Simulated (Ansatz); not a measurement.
# Lattice dynamics of HfO2 (model cell, started as fluorite)

Wanted: phonon frequencies of HfO2 (model cell, started as fluorite) and what follows from them.

Main program and level: Ansatz 0.2.0; DFT PBEsol, scalar-relativistic, plane waves, PAW; PAW set soft_1.

Most raw output is cut from this account.

## (1) Set-up

It takes space group Fm-3m (No. 225, cubic). The conventional cell has a = 5.050 Å, b = 5.050 Å, c = 5.050 Å, α = 90.00°, β = 90.00°, γ = 90.00°. Hf has 8 O at 2.19 Å nearest. Nearest to O lie 4 Hf at 2.19 Å. Farther neighbours and most contacts between anions are not listed.

## (2) Relaxation

The cell and atoms are relaxed, since residual forces and stress would shift the frequencies.

File input.yaml:

```yaml
crystal:
  lattice:
    - [0.0, 2.525, 2.525]
    - [2.525, 0.0, 2.525]
    - [2.525, 2.525, 0.0]
  atoms:
    - { symbol: Hf, position: [0.0, 0.0, 0.0] }
    - { symbol: O, position: [0.25, 0.25, 0.25] }
    - { symbol: O, position: [0.75, 0.75, 0.75] }
kpoints:
  mp_grid: { grid: [8, 8, 8] }
hamiltonian:
  xc: pbesol
  pseudopotentials: { kind: paw, azcp: { folder: soft_1 }, xc_functional: pbe }
scf:
  occupations: { method: gaussian, width: 0.02 }
output:
  forces: true
  stress: true
  eigenvalues: true
  write_density: true
  write_potential: true
  elf: true
  volumetric_format: npy
relax:
  adjacent_minimum: "off"
  f_tol: 0.005
  max_steps: 80
  cell: { stress_tol: 0.05 }
```

Launch:

```console
$ ansatz run input.yaml --threads 8 --pin off --max-ram 16384MiB --backend cpu --events-out ev --progress --plain --runs-dir out
```

Elapsed: 1.4 s, on 8 threads of Arm Neoverse V2, shared host; peak memory 0.34 GiB.

The steps of the relaxation:

```csv
step,energy less that of the first step (eV),largest force component (eV/Å),pressure (GPa),volume (Å³)
1,0.0000,0.0000,-0.86,32.20
2,-0.0007,0.0000,0.15,32.08
3,-0.0007,0.0000,0.00,32.10
4*,-0.0002,0.0000,-0.02,32.10
```

Relaxation steps marked * repeat the geometry before them on a plane-wave basis chosen anew for their cell, so energy and pressure can jump there.

Forces are held to the 48 operations that the run works with; a distortion that breaks them can't arise in this run.

```csv
"conventional cell, symmetrised",before,after,change
a (Å),5.050,5.045,-0.1 %
b (Å),5.050,5.045,-0.1 %
c (Å),5.050,5.045,-0.1 %
volume (Å³/atom),10.73,10.70,-0.3 %
```

Final coordinates:

```xyz
3
Lattice="0.0000 2.5223 2.5223 2.5223 0.0000 2.5223 2.5223 2.5223 0.0000" Properties=species:S:1:pos:R:3 pbc="T T T"
Hf    0.0000    0.0000    0.0000
O     1.2612    1.2612    1.2612
O     3.7835    3.7835    3.7835
```

Numbers from this step:

* pressure: -0.02496 GPa
* gap on the k-mesh: 3.688 eV
* volume per atom: 10.70 Å³
* direct gap on mesh: 3.688 eV

ELF in the ac plane of a cell with a along [110], b along [-110] and c along [001] of the cube at fractional y = 0.000, with atoms of Hf and O within 0.2 Å of it. It is the smooth field of the valence electrons, not physical close to the nuclei.

Values, 8 rows by 16 columns, each cell a mean:
```
0.80 0.59 0.27 0.48 0.53 0.35 0.45 0.76 0.80 0.59 0.27 0.48 0.53 0.35 0.45 0.76
0.23 0.21 0.63 0.70 0.61 0.74 0.34 0.21 0.23 0.21 0.63 0.70 0.61 0.74 0.34 0.21
0.04 0.22 0.65 0.72 0.70 0.74 0.38 0.06 0.04 0.22 0.65 0.72 0.70 0.74 0.38 0.06
0.02 0.07 0.22 0.34 0.35 0.26 0.11 0.03 0.02 0.07 0.22 0.34 0.35 0.26 0.11 0.03
0.02 0.10 0.33 0.51 0.53 0.43 0.19 0.04 0.02 0.10 0.33 0.51 0.53 0.43 0.19 0.04
0.04 0.23 0.69 0.70 0.61 0.76 0.41 0.07 0.04 0.23 0.69 0.70 0.61 0.76 0.41 0.07
0.40 0.29 0.54 0.72 0.70 0.69 0.29 0.35 0.40 0.29 0.54 0.72 0.70 0.69 0.29 0.35
0.84 0.68 0.26 0.31 0.35 0.21 0.50 0.82 0.84 0.68 0.26 0.31 0.35 0.21 0.50 0.82
```
Columns run along a (7.1 Å), rows up along c (5.0 Å), edges of the conventional cell, whose origin can differ from the input's. Atoms in or near the plane, at fractional coordinates: Hf at (0.00, 0.00), Hf at (0.50, 0.00), O at (0.25, 0.25), O at (0.75, 0.25), O at (0.25, 0.75), O at (0.75, 0.75).

Electrostatic potential energy in the ac plane of a cell with a along [110], b along [-110] and c along [001] of the cube at fractional y = 0.000, with atoms of Hf and O within 0.2 Å of it. With pseudopotentials it is smooth inside the atoms' cores, unlike the true potential.

Values in eV, 8 rows by 16 columns, each cell a mean:
```
-14 -13   6  12  11  11  -6 -15 -14 -13   6  12  11  11  -6 -15
  2   8   8 -18 -22  -2  11   4   2   8   8 -18 -22  -2  11   4
 17  18  14 -11 -15   5  18  17  17  18  14 -11 -15   5  18  17
 19  19  19  17  17  18  19  19  19  19  19  17  17  18  19  19
 19  19  19  14  12  18  19  19  19  19  19  14  12  18  19  19
 15  17  11 -18 -22  -1  17  16  15  17  11 -18 -22  -1  17  16
 -6   3   9 -11 -16   3   7  -4  -6   3   9 -11 -16   3   7  -4
-10 -15   4  15  16  10 -10 -14 -10 -15   4  15  16  10 -10 -14
```
Columns run along a (7.1 Å; values clipped at the 3rd and 97th percentile), rows up along c (5.0 Å), edges of the conventional cell, whose origin can differ from the input's. Atoms in or near the plane, at fractional coordinates: Hf at (0.00, 0.00), Hf at (0.50, 0.00), O at (0.25, 0.25), O at (0.75, 0.25), O at (0.25, 0.75), O at (0.75, 0.75).

Valence density in the ac plane of a cell with a along [110], b along [-110] and c along [001] of the cube at fractional y = 0.000, with atoms of Hf and O within 0.2 Å of it. It is the smooth field of the valence electrons, not physical close to the nuclei.

Ten steps, logarithmic in the rise over the least value, from '0' (0 e/Å³) to '9' (47 e/Å³), each cell a mean:
```
96311111589631111158
53123321255312332125
11135542111113554211
00135642000013564200
00024431000002443100
00011210000001121000
00000000000000000000
00001100000000110000
00012321000001232100
00135541000013554100
00135642000013564200
32124431123212443112
75212211367521221136
97310001599731000159
```
Columns run along a (7.1 Å), rows up along c (5.0 Å), edges of the conventional cell, whose origin can differ from the input's. Atoms in or near the plane, at fractional coordinates: Hf at (0.00, 0.00), Hf at (0.50, 0.00), O at (0.25, 0.25), O at (0.75, 0.25), O at (0.25, 0.75), O at (0.75, 0.75).

In this step the volume went from 10.73 to 10.70 Å³/atom.

## (3) Tight relaxation

Phonons need a cell at rest on their own settings, so the relaxation is repeated with tight tolerances on forces and stress, using the mesh and the filling of the phonon run that follows.

input.yaml, the sections that differ from step 2:

```yaml
crystal:
  lattice:
    - [0.0, 2.522339082, 2.522339082]
    - [2.522339082, 0.0, 2.522339082]
    - [2.522339082, 2.522339082, 0.0]
  atoms:
    - { symbol: Hf, position: [0.0, 0.0, 0.0] }
    - { symbol: O, position: [0.25, 0.25, 0.25] }
    - { symbol: O, position: [0.75, 0.75, 0.75] }
scf:
  occupations: { method: fixed }
relax:
  adjacent_minimum: "off"
  f_tol: 0.001
  max_steps: 60
  cell: { stress_tol: 0.01 }
# kpoints, hamiltonian, output: as in step 2
```

Wall time 1 s (8 threads); peak memory 0.34 GiB; 4.7 s of CPU time.

Little changed from the start: no atom moved by 0.005 Å and no cell edge by 0.1 %.

Numbers from this step:

| Quantity | Value |
| --- | --- |
| pressure | 0.003582 GPa |

Valence density in the ac plane of a cell with a along [110], b along [-110] and c along [001] of the cube at fractional y = 0.000, with atoms of Hf and O within 0.2 Å of it. It is the smooth field of the valence electrons, not physical close to the nuclei.

Values in e/Å³, 8 rows by 16 columns, each cell a mean:
```
20  4  1  1  1  1  2 13 20  4  1  1  1  1  2 13
 1  0  1  4  6  2  0  1  1  0  1  4  6  2  0  1
 0  0  1  3  4  1  0  0  0  0  1  3  4  1  0  0
 0  0  0  0  0  0  0  0  0  0  0  0  0  0  0  0
 0  0  0  1  1  0  0  0  0  0  0  1  1  0  0  0
 0  0  1  4  6  2  0  0  0  0  1  4  6  2  0  0
 2  1  1  3  4  1  1  1  2  1  1  3  4  1  1  1
31  7  1  0  0  0  2 21 31  7  1  0  0  0  2 21
```
Columns run along a (7.1 Å), rows up along c (5.0 Å), edges of the conventional cell, whose origin can differ from the input's. Atoms in or near the plane, at fractional coordinates: Hf at (0.00, 0.00), Hf at (0.50, 0.00), O at (0.25, 0.25), O at (0.75, 0.25), O at (0.25, 0.75), O at (0.75, 0.75).

ELF in the ac plane of a cell with a along [110], b along [-110] and c along [001] of the cube at fractional y = 0.000, with atoms of Hf and O within 0.2 Å of it. It is the smooth field of the valence electrons, not physical close to the nuclei.

Ten even steps from '0' (0.02) to '9' (0.85), each cell a mean:
```
99523433799952343379
86358874478635887447
21388796222138879622
01596587200159658720
01588897200158889720
00257764100025776410
00011110000001111000
00124432000012443200
00378885200037888520
01598787300159878730
01587587200158758720
53378895245337889524
98446752699844675269
99511113899951111389
```
Columns run along a (7.1 Å), rows up along c (5.0 Å), edges of the conventional cell, whose origin can differ from the input's. Atoms in or near the plane, at fractional coordinates: Hf at (0.00, 0.00), Hf at (0.50, 0.00), O at (0.25, 0.25), O at (0.75, 0.25), O at (0.25, 0.75), O at (0.75, 0.75).

Electrostatic potential energy in the ac plane of a cell with a along [110], b along [-110] and c along [001] of the cube at fractional y = 0.000, with atoms of Hf and O within 0.2 Å of it. With pseudopotentials it is smooth inside the atoms' cores, unlike the true potential.

Ten even steps from '0' (-26 eV) to '9' (19 eV), each cell a mean:
```
32479986223247998622
23686577422368657742
56851038765685103876
89950028988995002898
99973259999997325999
99998899999999889999
99999999999999999999
99999999999999999999
99996589999999658999
99961038999996103899
78850028877885002887
35773258643577325864
22588886322258888632
42379985234237998523
```
Columns run along a (7.1 Å; values clipped at the 3rd and 97th percentile), rows up along c (5.0 Å), edges of the conventional cell, whose origin can differ from the input's. Atoms in or near the plane, at fractional coordinates: Hf at (0.00, 0.00), Hf at (0.50, 0.00), O at (0.25, 0.25), O at (0.75, 0.25), O at (0.25, 0.75), O at (0.75, 0.75).

The forces vanish by symmetry and the pressure is 0.004 GPa, within the tolerances set. The cell now holds 10.70 Å³/atom.

## (4) Zone-centre response

The zone centre comes first: it holds the modes that light can see, as far as symmetry allows. The response to a homogeneous field gives the Born charges and the dielectric tensor.

input.yaml, the sections that differ from step 3:

```yaml
crystal:
  lattice:
    - [0.0, 2.5222483991, 2.5222483991]
    - [2.5222483991, 0.0, 2.5222483991]
    - [2.5222483991, 2.5222483991, 0.0]
  atoms:
    - { symbol: Hf, position: [0.0, 0.0, 0.0] }
    - { symbol: O, position: [0.25, 0.25, 0.25] }
    - { symbol: O, position: [0.75, 0.75, 0.75] }
output:
  eigenvalues: true
phonons:
  method: dfpt
  dielectric: true
  rigid_motions: translations
# kpoints, hamiltonian, scf: as in step 3
# relax: removed
```

Run time: 6 s. Hardware: 8 threads; peak memory 0.58 GiB; 39 s of CPU time.

Numbers from this step:

| Quantity | Value |
| --- | --- |
| sum-rule residual before enforcement | 8.61e-6 eV/Å² |
| miss of the charge sum rule | 9.37e-6 e |
| point group | m-3m |
| highest optical mode at the zone centre (no LO-TO term) | 580.3 cm⁻¹ |
| lowest optical zone-centre mode | 236.3 cm⁻¹ |
| mean high-frequency dielectric constant | 5.380 |
| largest Born charge (third of the trace) | 5.563 e |
| mean static dielectric constant | 36.70 |
| top of the zone-centre spectrum with the field | 617.2 cm⁻¹ |

Without the LO-TO term. Patterns of degenerate modes are one choice out of their space. Modes at Γ, with each element's share of the kinetic energy:

```csv
mode,frequency (cm⁻¹),symmetry,Hf %,O %
1,0.0,acoustic,85,15
2,0.0,acoustic,85,15
3,0.0,acoustic,85,15
4,236.3,T1u,15,85
5,236.3,T1u,15,85
6,236.3,T1u,15,85
7,580.3,T2g,0,100
8,580.3,T2g,0,100
9,580.3,T2g,0,100
```

Displacements in mode 5 (236.3 cm⁻¹), the largest set to 1:
```
Hf1  0.00 -0.03 -0.18
O2   0.00  0.18  1.00
O3   0.00  0.18  1.00
```

Displacements in mode 7 (580.3 cm⁻¹), the largest set to 1:
```
Hf1  0.00  0.00  0.00
O2  -0.01 -0.04  1.00
O3   0.01  0.04 -1.00
```

Optical modes at the zone centre, without and with the macroscopic field of the longitudinal modes; each column is sorted by frequency, so a row need not hold one and the same mode. Modes with and without the field, by row:

```csv
rank among optical modes,no field (cm⁻¹),"q along (1, 0, 0) (cm⁻¹)"
1,236.3,236.3
2,236.3,236.3
3,236.3,580.3
4,580.3,580.3
5,580.3,580.3
6,580.3,617.2
```

Born charge (rows field, columns displacement) (e), principal values of the symmetric part by kind of site:

```csv
atom,atoms with these values,low,middle,high,mean
Hf1,1,5.56,5.56,5.56,5.56
O2,2,-2.78,-2.78,-2.78,-2.78
```

In full for Hf1:

```
5.56 0.00 0.00
0.00 5.56 0.00
0.00 0.00 5.56
```

High-frequency dielectric tensor:

```
5.38 0.00 0.00
0.00 5.38 0.00
0.00 0.00 5.38
```

Static dielectric tensor (ions relaxed, fixed cell):

```
36.70  0.00  0.00
 0.00 36.70  0.00
 0.00  0.00 36.70
```

Transverse modes. Infrared lines, with heights relative to the strongest:

```csv
position (cm⁻¹),label,relative intensity
236,T1u,100
580,T2g,0.0
```

Before it was imposed, the acoustic sum rule was missed by 8.6e-6 eV/Å² and the charge sum rule by 9.4e-6 e. Small misses are needed for a sound result but don't prove that mesh and cutoff are converged. The lowest optical mode is real, 236 cm⁻¹.

## (5) Response at finite wavevector

Stability and thermal properties need the whole zone. Linear response on a 4×4×4 q mesh gives force constants as far as a supercell of that size would, and the tensors from the zone-centre run are typed in so that the long-range dipole term is interpolated apart.

input.yaml, the sections that differ from step 4:

```yaml
phonons:
  method: dfpt
  qmesh: [4, 4, 4]
  temperatures: { t_max: 1000, t_step: 50 }
  qpath:
    path:
      - [[0.0, 0.0, 0.0], [0.5, 0.0, 0.5], [0.625, 0.25, 0.625]]
      - [[0.375, 0.375, 0.75], [0.0, 0.0, 0.0], [0.5, 0.5, 0.5], [0.5, 0.25, 0.75], [0.5, 0.0, 0.5]]
    npoints: 10
  non_analytic_term:
    high_frequency_dielectric_tensor: [[5.3795, 0.0, 0.0], [0.0, 5.3795, 0.0], [0.0, 0.0, 5.3795]]
    born_effective_charges:
      - { species: Hf, tensor: [[5.5632, 0.0, 0.0], [0.0, 5.5632, 0.0], [0.0, 0.0, 5.5632]] }
      - { species: O, tensor: [[-2.7816, 0.0, 0.0], [0.0, -2.7816, 0.0], [0.0, 0.0, -2.7816]] }
      - { species: O, tensor: [[-2.7816, 0.0, 0.0], [0.0, -2.7816, 0.0], [0.0, 0.0, -2.7816]] }
    source: "zone-centre run at this cell"
# crystal, kpoints, hamiltonian, scf, output: as in step 4
```

The job ended after 53 s (8 threads; peak memory 1.3 GiB; 6.5 min of CPU time).

Numbers from this step:

* sum-rule residual before enforcement: 1.72e-5 eV/Å²
* lowest frequency on the path: -220.6 cm⁻¹
* highest frequency on the path or at a solved wavevector: 691.1 cm⁻¹
* lowest mode on the q mesh (acoustic modes at Γ apart): -220.6 cm⁻¹

Frequencies (cm⁻¹) solved at each irreducible wavevector; negative means imaginary. Frequencies by wavevector, by row:

```csv
q in reciprocal lattice units,star,mode 1,mode 2,mode 3,mode 4,mode 5,mode 6,mode 7,mode 8,mode 9
0 0 0,1,0,0,0,236.3,236.3,236.3,580.3,580.3,580.3
0 0 0.25,8,77,77,146.6,320.3,320.3,537.5,555.5,555.5,605.7
0 0 -0.5,4,88.3,88.3,193,403.1,403.1,499.7,515.8,515.8,588.8
0 0.25 0.25,6,75.6,75.6,197.3,251.8,251.8,432.8,574.8,574.8,653.8
0 0.25 -0.5,24,92,124.5,190.8,265.2,344,351,543,568,655.1
0 0.25 -0.25,12,89.3,118.5,190.4,220.6,424.7,455.4,477.9,583.6,630
0 -0.5 -0.5,3,-220.6,96.6,96.6,254.6,307.9,307.9,560.5,560.5,691.1
0.25 -0.5 -0.25,6,-30.9,100.1,185.9,185.9,238.8,464.1,464.1,601.9,664.1
```

Interpolated from a 4×4×4 q mesh, with the LO-TO term (at Γ the limit along the path; where Γ stands inside the path, tables give the limit on arrival). The phonon branches at the labelled points (cm⁻¹):

```csv
point,branch 1,branch 2,branch 3,branch 4,branch 5,branch 6,branch 7,branch 8,branch 9
Γ,0,0,0,236,236,580,580,580,617
halfway,76,76,197,252,252,433,575,575,654
X,-221,97,97,255,308,308,560,560,691
halfway,-192,95,115,241,315,326,554,564,686
U,-88,92,151,214,329,371,535,572,672
jump to K,-88,92,151,214,329,371,535,572,672
halfway,87,87,175,241,393,489,521,586,615
Γ,0,0,0,236,236,580,580,580,617
halfway,77,77,147,320,320,538,556,556,606
L,88,88,193,403,403,500,516,516,589
halfway,91,144,172,298,322,445,495,581,638
W,-31,100,186,186,239,464,464,602,664
halfway,-166,98,128,233,282,368,535,579,680
X,-221,97,97,255,308,308,560,560,691
```

Tetrahedra on a 24×24×24 mesh, mean over bins of 10 cm-1. Interpolated from a 4×4×4 q mesh. The phonon density of states by wavenumber; read off at these points:

```csv
wavenumber (cm⁻¹),phonon density of states (1/cm⁻¹/cell)
-225,0
-205,3.0e-4
-175,5.5e-4
-155,5.8e-4
-125,6.1e-4
-105,5.7e-4
-75,4.7e-4
-55,4.2e-4
-25,4.3e-4
-5,4.7e-4
25,0.00112
45,0.00285
75,0.0116
95,0.0642
125,0.0142
145,0.00872
175,0.0172
185,0.0290
195,0.0123
225,0.00977
245,0.0143
255,0.0161
275,0.0125
295,0.0129
325,0.0107
345,0.00997
375,0.00992
395,0.0106
425,0.00858
445,0.0114
475,0.00538
495,0.0108
525,0.0135
545,0.0150
575,0.0462
595,0.00938
615,0.0142
625,0.0130
645,0.0131
675,0.0081
695,9.0e-5
```

The partial phonon density of states has structure finer than the step of the table below, so its rows give means over 25 cm⁻¹, whole bins alone (the curve runs from -226 to 721 cm⁻¹). Peaks (cm⁻¹: height): Hf 89.9: 0.0552, 185.2: 0.0205; O 256.7: 0.0132, 572.3: 0.0375, 655.7: 0.0137.

Phonopy on the run's constants, 19x19x19 mesh, Gaussian sigma 6.8 cm-1. Interpolated from a 4×4×4 q mesh. Partial phonon density of states against wavenumber; means over each step; values in 1/cm⁻¹/cell:

```csv
wavenumber (cm⁻¹),Hf,O
-200,0,3.9e-4
-175,7.2e-7,5.4e-4
-150,7.4e-6,5.9e-4
-125,1.7e-5,6.3e-4
-100,2.4e-5,7.9e-4
-75,2.8e-5,3.4e-4
-50,3.3e-5,4.3e-4
-25,5.4e-5,4.2e-4
0,6.2e-5,1.4e-4
25,6.9e-4,4.1e-4
50,0.00295,5.5e-4
75,0.0199,0.00116
100,0.0358,0.00164
125,0.0119,0.00186
150,0.00784,0.00121
175,0.0152,0.00195
200,0.0120,0.00220
225,0.00674,0.00393
250,0.00284,0.0111
275,7.6e-4,0.0123
300,5.3e-4,0.0118
325,4.3e-4,0.0105
350,2.9e-4,0.00970
375,2.0e-4,0.00962
400,1.5e-4,0.00995
425,1.2e-4,0.00930
450,1.1e-4,0.00861
475,5.2e-5,0.00653
500,2.7e-5,0.0114
525,1.0e-5,0.0138
550,1.9e-5,0.0180
575,4.8e-5,0.0319
600,2.3e-4,0.0120
625,5.7e-4,0.0121
650,2.2e-4,0.0131
675,5.1e-5,0.00823
700,7.8e-7,8.4e-4
```

Symmetry leaves 8 wavevectors to solve. The lowest mode among them, the acoustic zeros apart, lies at q = (0, -0.5, -0.5) and is imaginary, 220.6i cm⁻¹, so the energy falls along it.

## (6) What came out

| Property | Result |
| --- | --- |
| space group after relaxation (within 0.01 Å) | Fm-3m |
| volume per atom | 10.7 Å³ |
| gap on the k-mesh | 3.69 eV |
| highest optical mode at the zone centre (no LO-TO term) | 580 cm⁻¹ |
| top of the zone-centre spectrum with the field | 617 cm⁻¹ |
| lowest optical zone-centre mode | 236 cm⁻¹ |
| mean high-frequency dielectric constant | 5.38 |
| mean static dielectric constant | 36.7 |
| largest Born charge (third of the trace) | 5.56 e |
| lowest mode on the q mesh (acoustic modes at Γ apart) | -221 cm⁻¹ |
| highest frequency on the path or at a solved wavevector | 691 cm⁻¹ |
| imaginary modes on the 4×4×4 q mesh | yes |

Modes are clearly imaginary (beyond 10i cm⁻¹) at 2 of the 8 irreducible wavevectors, most at q = (0, -0.5, -0.5) (220.6i cm⁻¹), so this structure is not a minimum of the energy. Without the field, the optical modes at Γ span 236 to 580 cm⁻¹. The highest mode in this list at Γ, 580.3 cm⁻¹, is mostly motion of O (100 % of the kinetic energy). With the macroscopic field of the longitudinal modes the top of the zone-centre spectrum lies at 617 cm⁻¹, against 580 cm⁻¹ without it. Lattice motion raises the mean dielectric constant from 5.380 to 36.70. The strongest infrared line is at 236 cm⁻¹. The program warns that the interpolation holds no quadrupole term, so branches close to Γ can be off in this crystal. Spin-orbit coupling is left out, which can matter for the heavy elements here. The PAW files were made for PBE and serve the other functionals too. The starting cell was built on a prototype and not taken from a measurement, so the phase need not exist. These are harmonic frequencies at zero temperature: anharmonic shifts, linewidths and thermal expansion are left out.

[Logs are printed without paths, hosts, clocks, repeated set-up lines and the standing remarks that a program may print on its own settings, such as how far it seeks lower states.]

[Hosts, paths, dates, database ids (printed as entryN), source tags and the programs' standing remarks are cut or masked in the printed files.]
